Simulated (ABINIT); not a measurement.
# BaH2 (P6_3/mmc): G0W0 with ABINIT, start to end, part 3 of 3

How does a plane-wave GW calculation on BaH2 (P6_3/mmc) run from the first input to the gap?

ABINIT 10.8.3; PBEsol and many-body steps on it, plane waves. Known limits of the many-body steps: not at the basis limit; no spin-orbit coupling; coarse k mesh.

So far. Step 3 (Bands along the symmetry lines): The gap is 1.473 eV, as in the run before at this level. Step 4 (Empty states on the mesh, 3×3×2 mesh, 145 bands): On this mesh the gap is 1.473 eV.

**5. Screening, 3×3×2 mesh, 133 bands, screening to 108.8 eV**

The RPA dielectric matrix is built and inverted for each q.

This step: RPA screening on PBEsol, plane waves, norm-conserving pseudopotentials.

Contents of run.abi:

```
acell 3*1.0 Angstrom
rprim 
  4.462025052349 0.000000000014 0.000000000000
  -2.231012526186 3.864227047650 0.000000000000
  0.000000000000 0.000000000000 6.055292590000
ntypat 2
znucl 56 1
natom 6
typat 1 1 2 2 2 2
xred 
  0.666666666667 0.333333333333 0.750000000000
  0.333333333333 0.666666666667 0.250000000000
  0.333333333333 0.666666666667 0.750000000000
  0.666666666667 0.333333333333 0.250000000000
  -0.000000000000 -0.000000000000 0.500000000000
  -0.000000000000 -0.000000000000 0.000000000000
pp_dirpath "pseudos"
pseudos "Ba.upf, H.upf"
ecut 32
ngkpt 3 3 2
nshiftk 1
shiftk 0 0 0
kptopt 1
chksymbreak 0
istwfk *1
occopt 1
irdwfk 1
optdriver 3
nband 133
ecuteps 4
inclvkb 2
awtr 1
symchi 1
indata_prefix "in"
outdata_prefix "out"
tmpdata_prefix "tmp"
```

Run with:

```console
> OMP_NUM_THREADS=1 mpirun -n 4 abinit run.abi > log
```

Numbers of over 12 decimals in the logs are rounded to 6 here.

Output:

```text
.Version 10.8.3 of ABINIT. v10.8.2 released Aug 2026.

 Symmetries : space group P6_3/m m c (#194); Bravais hP (primitive hexag.)
[... echo of the input left out ...]
== DATASET  1 ==================================================================
-   mpi_nproc: 4, omp_nthreads: 1 (-1 if OMP is not activated)

--- !DatasetInfo
iteration_state: {dtset: 1, }
dimensions: {natom: 6, nkpt: 6, mband: 133, nsppol: 1, nspinor: 1, nspden: 1, mpw: 6126, }
cutoff_energies: {ecut:  32.0, pawecutdg:  -1.0, }
electrons: {nelect:   2.40000000E+01, charge:   0.00000000E+00, occopt:   1.00000000E+00, tsmear:   1.00000000E-02, }

 SCREENING: Calculation of the susceptibility and dielectric matrices

 Based on a program developped by R.W. Godby, V. Olevano, G. Onida, and L. Reining.
 Incorporated in ABINIT by V. Olevano, G.-M. Rignanese, and M. Torrent.
.Using double precision arithmetic ; gwpc =  8

[... cell and pseudopotentials left out ...]
--------------------------------------------------------------------------------

 ==== K-mesh for the wavefunctions ====
 Number of points in the irreducible wedge :     6
[... list of points left out ...]
 Together with 24 symmetry operations and time-reversal symmetry
 yields    18 points in the full Brillouin Zone.

 ==== Q-mesh for the screening function ====
 Number of points in the irreducible wedge :     6
[... list of points left out ...]
 Together with 24 symmetry operations and time-reversal symmetry
 yields    18 points in the full Brillouin Zone.

 setmesh: FFT mesh size selected  =    25x   25x   40
          total number of points  =        25000

 vcoul_init : cutoff-mode = AUXILIARY_FUNCTION
 q-points for optical limit:   1
     1)      0.000010    0.000020    0.000030

- screening: taking advantage of time-reversal symmetry
- Maximum band index for partially occupied states nbvw = 12
- Remaining bands to be divided among processors   nbcw = 121
- Number of bands treated by each node ~30

 Number of electrons calculated from density =   24.0000; Expected =   24.0000
 average of density, n =  0.034063
 r_s =    1.9137
 omega_plasma =   17.8032 [eV]

 calculating chi0 at frequencies [eV] :
  1    0.000000E+00    0.000000E+00
  2    0.000000E+00    1.780320E+01

--------------------------------------------------------------------------------
  q-point number  1        q = ( 0.000000, 0.000000, 0.000000) [r.l.u.]
--------------------------------------------------------------------------------
[... chi0 elements left out ...]
 For q-point:  0.000010 0.000020 0.000030
  dielectric constant =   5.8413
  dielectric constant without local fields =   6.5037

  Average fulfillment of the sum rule on Im[epsilon] for q-point    1 :     89.53  [%]
[... wings left out ...]
  q-point number  2        q = ( 0.333333, 0.000000, 0.000000) [r.l.u.]
--------------------------------------------------------------------------------
[... chi0 elements left out ...]
  Average fulfillment of the sum rule on Im[epsilon] for q-point    2 :     94.97  [%]

 [... 4 further q-points ...]
```

Run time: 15 s. Hardware: 4 MPI ranks of Arm Neoverse V2, shared host; peak memory 0.98 GiB.

This step gave:

```
ε∞ with local fields, on this mesh, along the program's q direction : 5.841
the same without local fields                                       : 6.504
plasma frequency                                                    : 17.80 eV
plane waves in the screening matrix                                 : 287
```

Local fields lower ε∞ by 10 %. On a Γ-centred mesh this coarse the value itself is usually too large, while a short band sum pulls it down.

**6. Self-energy, 3×3×2 mesh, 133 bands, screening to 108.8 eV**

The self-energy is evaluated for the states that the input lists, and the levels follow from it, in one-shot runs by the linearised quasiparticle equation.

This step: G0W0 on PBEsol, plane waves, norm-conserving pseudopotentials.

Changes to run.abi since step 5:

```diff
@@ -27,8 +27,17 @@
 irdwfk 1
-optdriver 3
+optdriver 4
 nband 133
+gwcalctyp 0
+ecutsigx 32
+symsigma 1
+nkptgw 2
+kptgw 
+  0.0000000000 0.0000000000 0.0000000000
+  0.3333333333 0.3333333333 0.5000000000
+bdgw 
+  11 14
+  11 14
 ecuteps 4
-inclvkb 2
-awtr 1
-symchi 1
+irdscr 1
+ppmodel 1
 indata_prefix "in"
```

Output:

```text
.Version 10.8.3 of ABINIT. v10.8.2 released Aug 2026.

 Symmetries : space group P6_3/m m c (#194); Bravais hP (primitive hexag.)
[... echo of the input left out ...]
== DATASET  1 ==================================================================
-   mpi_nproc: 4, omp_nthreads: 1 (-1 if OMP is not activated)

--- !DatasetInfo
iteration_state: {dtset: 1, }
dimensions: {natom: 6, nkpt: 6, mband: 133, nsppol: 1, nspinor: 1, nspden: 1, mpw: 6126, }
cutoff_energies: {ecut:  32.0, pawecutdg:  -1.0, }
electrons: {nelect:   2.40000000E+01, charge:   0.00000000E+00, occopt:   1.00000000E+00, tsmear:   1.00000000E-02, }

 SIGMA: Calculation of the GW corrections

 Based on a program developped by R.W. Godby, V. Olevano, G. Onida, and L. Reining.
 Incorporated in ABINIT by V. Olevano, G.-M. Rignanese, and M. Torrent.
.Using double precision arithmetic ; gwpc =  8

[... cell and pseudopotentials left out ...]
--------------------------------------------------------------------------------

 ==== K-mesh for the wavefunctions ====
 Number of points in the irreducible wedge :     6
[... list of points left out ...]
 Together with 24 symmetry operations and time-reversal symmetry
 yields    18 points in the full Brillouin Zone.

 ==== Q-mesh for screening function ====
 Number of points in the irreducible wedge :     6
[... list of points left out ...]
 Together with 24 symmetry operations and time-reversal symmetry
 yields    18 points in the full Brillouin Zone.

 vcoul_init : cutoff-mode = AUXILIARY_FUNCTION
 q-points for optical limit:   1
     1)      0.000010    0.000020    0.000030
 setmesh: FFT mesh size selected  =    40x   40x   60
          total number of points  =        96000

 Number of electrons calculated from density =   24.0000; Expected =   24.0000
 average of density, n =  0.034063
 r_s =    1.9137
 omega_plasma =   17.8032 [eV]

 === KS Band Gaps ===
  >>>> For spin  1
   Minimum direct gap =   2.7256 [eV], located at k-point      :   0.0000  0.0000  0.0000
   Fundamental gap    =   1.4734 [eV], Top of valence bands at :   0.0000  0.0000  0.0000
                                       Bottom of conduction at :   0.3333  0.3333  0.5000
 SIGMA fundamental parameters:
 PLASMON POLE MODEL  1
 number of plane-waves for SigmaX                 6089
 number of plane-waves for SigmaC and W            287
 number of plane-waves for wavefunctions          6089
 number of bands                                   133
 number of independent spin polarizations            1
 number of spinorial components                      1
 number of k-points in IBZ                           6
 number of q-points in IBZ                           6
 number of symmetry operations                      24
 number of k-points in BZ                           18
 number of q-points in BZ                           18
 number of frequencies for dSigma/dE                 9
 frequency step for dSigma/dE [eV]                0.25
 number of omega for Sigma on real axis              0
 max omega for Sigma on real axis  [eV]           0.00
 zcut for avoiding poles [eV]                     0.10

 EPSILON^-1 parameters (SCR file):
 dimension of the eps^-1 matrix on file            287
 dimension of the eps^-1 matrix used               287
 number of plane-waves for wavefunctions          6089
 number of bands                                   133
 number of q-points in IBZ                           6
 number of frequencies                               2
 number of real frequencies                          1
 number of imag frequencies                          1

 matrix elements of self-energy operator (all in [eV])

 Perturbative Calculation

--- !SelfEnergy_ee
iteration_state: {dtset: 1, }
kpoint     : [   0.000,    0.000,    0.000, ]
spin       : 1
KS_gap     :    2.726
QP_gap     :    4.304
Delta_QP_KS:    1.578
data: !SigmaeeData |
     Band     E0 <VxcDFT>   SigX SigC(E0)      Z dSigC/dE  Sig(E)    E-E0       E
       11   3.623 -10.601 -13.543   1.826   0.773  -0.294 -11.463  -0.862   2.761
       12   4.131 -10.778 -13.538   1.659   0.776  -0.289 -11.632  -0.854   3.277
       13   6.857  -9.229  -4.726  -3.613   0.814  -0.229  -8.505   0.724   7.581
       14   6.857  -9.229  -4.726  -3.613   0.814  -0.229  -8.505   0.724   7.581

--- !SelfEnergy_ee
iteration_state: {dtset: 1, }
kpoint     : [   0.333,    0.333,    0.500, ]
spin       : 1
KS_gap     :    3.017
QP_gap     :    4.610
Delta_QP_KS:    1.593
data: !SigmaeeData |
     Band     E0 <VxcDFT>   SigX SigC(E0)      Z dSigC/dE  Sig(E)    E-E0       E
       11   2.587 -11.072 -14.405   2.132   0.775  -0.290 -12.003  -0.931   1.656
       12   2.587 -11.072 -14.405   2.132   0.775  -0.290 -12.003  -0.931   1.656
       13   5.605  -8.695  -4.279  -3.603   0.814  -0.228  -8.033   0.662   6.266
       14   5.605  -8.695  -4.279  -3.603   0.814  -0.228  -8.033   0.662   6.266

== END DATASET(S) ==============================================================
================================================================================

 -outvars: echo values of variables after computation  --------
           etotal      0.0000000000E+00
            nband         133
             nkpt           6
          spgroup         194
 [... the other variables as echoed above ...]

 Calculation completed.
```

The job ended after 8.3 s (4 MPI ranks; peak memory 0.84 GiB; 33 s of CPU time).

Numbers from this step:

| Property | Result |
| --- | --- |
| G0W0 gap on the points computed | 2.989 eV |
| starting gap on the mesh | 1.473 eV |
| k of the valence top | 0, 0, 0 |
| k of the conduction bottom | 0.3333, 0.3333, 0.5 |
| Z at the valence top | 0.776 |
| Z at the conduction bottom | 0.814 |
| least direct G0W0 gap on the computed points | 4.304 eV |

The gap on the mesh goes from 1.47 eV to 2.99 eV, a correction of +1.52 eV.

Limits: finite bands, cutoff and mesh; no spin-orbit coupling; coarse k mesh. v1 is the top filled band, c1 the lowest empty one. Levels before and after the correction, in eV, zero at the valence-band top of each column:

|  | conduction bottom | valence top |
| --- | --- | --- |
| Kohn-Sham | 1.47 | 0.00 |
| G0W0 | 2.99 | 0.00 |

|  | level | energy (eV) |
| --- | --- | --- |
| Kohn-Sham | Γ v2 | -0.508 |
| Kohn-Sham | Γ v1 | 0.000 |
| Kohn-Sham | Γ c1-c2 | 2.725 |
| Kohn-Sham | (0.333 0.333 0.5) v2-v1 | -1.544 |
| Kohn-Sham | (0.333 0.333 0.5) c1-c2 | 1.473 |
| G0W0 | Γ v2 | -0.516 |
| G0W0 | Γ v1 | 0.000 |
| G0W0 | Γ c1-c2 | 4.304 |
| G0W0 | (0.333 0.333 0.5) v2-v1 | -1.621 |
| G0W0 | (0.333 0.333 0.5) c1-c2 | 2.989 |

**7. Where the time went**

Times are wall times on 4 MPI ranks of Arm Neoverse V2, shared host, good to a factor of about two.

| step | time | share | memory (GiB) |
| --- | --- | --- | --- |
| ground state | 20 s | 18 % | 0.37 |
| bands along the symmetry lines | 29 s | 26 % | 0.4 |
| empty states on the mesh | 41 s | 36 % | 0.38 |
| screening | 15 s | 13 % | 0.98 |
| self-energy | 8.3 s | 7 % | 0.84 |

**8. Outcome**

```json
{
 "PBEsol gap": "1.47 eV, indirect",
 "G0W0 gap on the mesh": "2.99 eV",
 "GW settings": "3×3×2 mesh, 133 bands, screening to 108.8 eV, Godby-Needs plasmon pole",
 "known limits": "not at the basis limit; no spin-orbit coupling; coarse k mesh"
}
```

**Reading.** G0W0 moves the gap on the mesh from 1.47 eV to 2.99 eV (+1.52 eV), with Z of 0.78 and 0.81 at the edges. Local fields lower the RPA ε∞ on this mesh from 6.50 to 5.84; a Γ-centred mesh this coarse tends to raise both, most where the direct gap is narrow, while a short band sum lowers them. Only 2 of the mesh's irreducible points were corrected, so a valley elsewhere could overtake. Bands and cutoff are finite, so the gap is not at the basis limit. The miss can reach some tenths of an eV and take either sign; the mesh is an error of its own. In the G0W0 run levels were corrected at 2 k points alone, so a gap called «on the mesh» is the least over those, and an edge elsewhere would be missed. The 3×3×2 mesh is coarse for this cell, which bears on the long-range parts of exchange and screening. The many-body steps are scalar-relativistic: spin-orbit coupling is not in them.

[Paths, hosts, dates, memory and timing lines, banners, echoed tables and standing remarks are left out of the program output.]

[Logs are printed without paths, hosts, clocks, repeated set-up lines and the standing remarks that a program may print on its own settings, such as how far it seeks lower states.]

[Runs of the session that timed out or met a known fault of the program may be left out.]

[Hosts, paths, dates, database ids (printed as entryN), source tags and the programs' standing remarks are cut or masked in the printed files.]

[G0W0 gaps are taken among the corrected bands and points alone; a level outside them can change the order at an edge.]

[Where Ansatz stands beside ABINIT at settings called matched, ABINIT's density can come from a denser mesh and the files from another edition; pairs whose starting gaps differed by over 0.03 eV were left out, so agreement reads better than it is.]
